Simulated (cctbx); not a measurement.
**Diagnosing a refinement**

Cell a = 4.1770 Å, b = 10.8720 Å, c = 7.4110 Å, α = 90.00°, β = 90.00°, γ = 90.00°; space group Cmcm (no. 63). The compound is BaCr2Ir.

The data are simulated with cctbx, not measured: Ga Kα, λ = 1.3414 Å, to d = 0.83 Å, 80 % of the full sphere, strongest reflection 20000 counts, noise from counting, a 1.5 % proportional error and a noise floor of 15 counts (s.d.); no absorption.

An anisotropic refinement with weights 1/σ² prints:

```text
Rint 0.021, 189 unique reflections to 0.83 A
cycle     R1     wR2    GooF  max shift (A)
   1  0.0405  0.0856   5.244   0.00416
   2  0.0130  0.0286   1.752   0.00000
final R1 0.0130 wR2 0.0286 GooF 1.752  parameters 14  data/parameter 13.5
atom        x        y        z      Ueq    occ   su(xyz)  su(Uiso or U11)
Hg1    0.00000  0.22676  0.75000   0.0125  1.000  0.00005  0.0003
Ba1    0.00000  0.05304  0.25000   0.0159  1.000  0.00006  0.0004
Cr1    0.50000  0.17047  0.54564   0.0227  1.000  0.00022  0.0008
difference map: max 1.04 min -0.99 rms 0.23
Q1    0.1332  0.0518  0.2500    8    1.05  0.56 A from Ba1
Q2    0.0000  0.0567  0.1871    8    0.98  0.47 A from Ba1
Q3    0.0000  0.3194  0.9953    8    0.82  0.39 A from Cr1
Q4    0.0000  0.0021  0.2500    4    0.66  0.55 A from Ba1
Q5    0.0000  0.0583  0.6585    8    0.64  1.39 A from Ba1
Q6    0.2216  0.3253  0.7500    8    0.63  1.42 A from Hg1
```

**Question.** Can this result stand? If not, what is the likely fault?

Mend it. The fault: wrong element: Hg1 is Ir. Against the right model at the same level, R1 goes from 0.0076 to 0.0130 and GooF from 0.87 to 1.75. Hg1 has 3 electrons too many and its U swells to shed them, as expected.

The compound is BaCr2Ir. The right model at the same level gives:

```text
Rint 0.021, 189 unique reflections to 0.83 A
cycle     R1     wR2    GooF  max shift (A)
   1  0.0328  0.0683   4.183   0.00239
   2  0.0076  0.0141   0.866   0.00000
final R1 0.0076 wR2 0.0141 GooF 0.866  parameters 14  data/parameter 13.5
atom        x        y        z      Ueq    occ   su(xyz)  su(Uiso or U11)
Ir1    0.00000  0.22679  0.75000   0.0109  1.000  0.00002  0.0001
Ba1    0.00000  0.05300  0.25000   0.0184  1.000  0.00003  0.0002
Cr1    0.50000  0.17053  0.54535   0.0254  1.000  0.00011  0.0004
difference map: max 0.51 min -0.59 rms 0.15
Q1    0.0000  0.0520  0.6557    8    0.53  1.34 A from Ba1
Q2    0.2219  0.3269  0.7500    8    0.49  1.43 A from Ir1
Q3    0.1396  0.3219  0.2500    8    0.49  1.60 A from Ir1
Q4    0.2136  0.0000  0.0000    8    0.46  2.14 A from Ba1
Q5    0.0000  0.1501  0.7500    4    0.45  0.83 A from Ir1
Q6    0.1215  0.4037  0.0623   16    0.40  0.96 A from Cr1
```

The model is made up (kin elements in a known structure type, no relaxation), so it says nothing on whether the phase exists.

[Middle refinement cycles are left out of these outputs.]

[Logs are printed without paths, hosts, clocks, repeated set-up lines and the standing remarks that a program may print on its own settings, such as how far it seeks lower states.]
